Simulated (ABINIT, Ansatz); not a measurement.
Records of electronic-structure calculations.

## How the form of the self-energy moves the gap of BaTiO3 (P4mm)

The structure is tetragonal, space group P4mm (No. 99). Conventional cell: a = 4.000 Å, b = 4.000 Å, c = 4.018 Å, α = 90.00°, β = 90.00°, γ = 90.00°. Nearest to Ba lie 12 O at 2.79 to 2.88 Å. Nearest to Ti lie 6 O at 1.89 to 2.13 Å. Nearest to O lie 2 Ti at 1.89 to 2.13 Å and 4 Ba at 2.83 Å. Nearest to O lie 2 Ti at 2.00 Å and 4 Ba at 2.79 to 2.88 Å. Farther neighbours, and contacts between anions beyond the nearest, are not listed.

```
method                                   : RPA screening on PBE, plane waves, norm-conserving pseudopotentials (and 3 further levels or steps)
program                                  : ABINIT 10.8.3
settings                                 : cutoff 38 Ha, PseudoDojo scalar-relativistic 0.4.1 standard, norm-conserving, ngkpt (4, 4, 4), nband 188, ecuteps 6.5 Ha, gwcalctyp 2, nfreqre 16, nfreqim 8, inclvkb 2, freqremax 40 eV, spmeth 1, nomegasf 120, shiftk (0, 0, 0), symchi 1, awtr 1, frequency cd, 4×4×4 k-mesh
notes                                    : The database entry behind the starting cell differs from other determinations of this structure. The program’s warnings: Min real frequency set to default [Ha] = and nkpt*nsppol () is not a multiple of nproc spkpt (). The cell and positions come from the Crystallography Open Database and are kept as given unless a step says otherwise. Limits: no spin-orbit coupling. The 4×4×4 mesh is coarse for this cell, which bears on the long-range parts of exchange and screening.
G0W0, Godby-Needs plasmon pole           : 3.270 eV
G0W0, von der Linden-Horsch plasmon pole : 3.424 eV
G0W0, Engel-Farid plasmon pole           : 3.407 eV
one-shot Hartree-Fock                    : 13.961 eV
G0W0, contour deformation                : 3.292 eV
known limits                             : short of the basis limit; no spin-orbit coupling; coarse k mesh
```

G0W0, von der Linden-Horsch plasmon pole: +0.154 eV against G0W0, Godby-Needs plasmon pole. G0W0, Engel-Farid plasmon pole: +0.137 eV against G0W0, Godby-Needs plasmon pole.

[Long decimals in the printed logs are rounded to 6 places.]

[Logs are printed without paths, hosts, clocks, repeated set-up lines and the standing remarks that a program may print on its own settings, such as how far it seeks lower states.]

[Paths, hosts, dates, memory and timing lines, banners, echoed tables and standing remarks are left out of the program output; an Ansatz launch command may be rebuilt from the run's recorded settings. Measured values are a selection of at most five: reports struck by readers or far from the other reports are left out. None is set beside runs whose start may be inverted or whose files or cutoffs have a known fault.]

[Runs of the session that timed out or met a known fault of the program may be left out.]

[Hosts, paths, dates, database ids (printed as entryN), source tags and the programs' standing remarks are cut or masked in the printed files.]

[G0W0 gaps are taken among the corrected bands and points alone; a level outside them can change the order at an edge.]

[Where Ansatz stands beside ABINIT at settings called matched, ABINIT's density can come from a denser mesh and the files from another edition; pairs whose starting gaps differed by over 0.03 eV were left out, so agreement reads better than it is.]
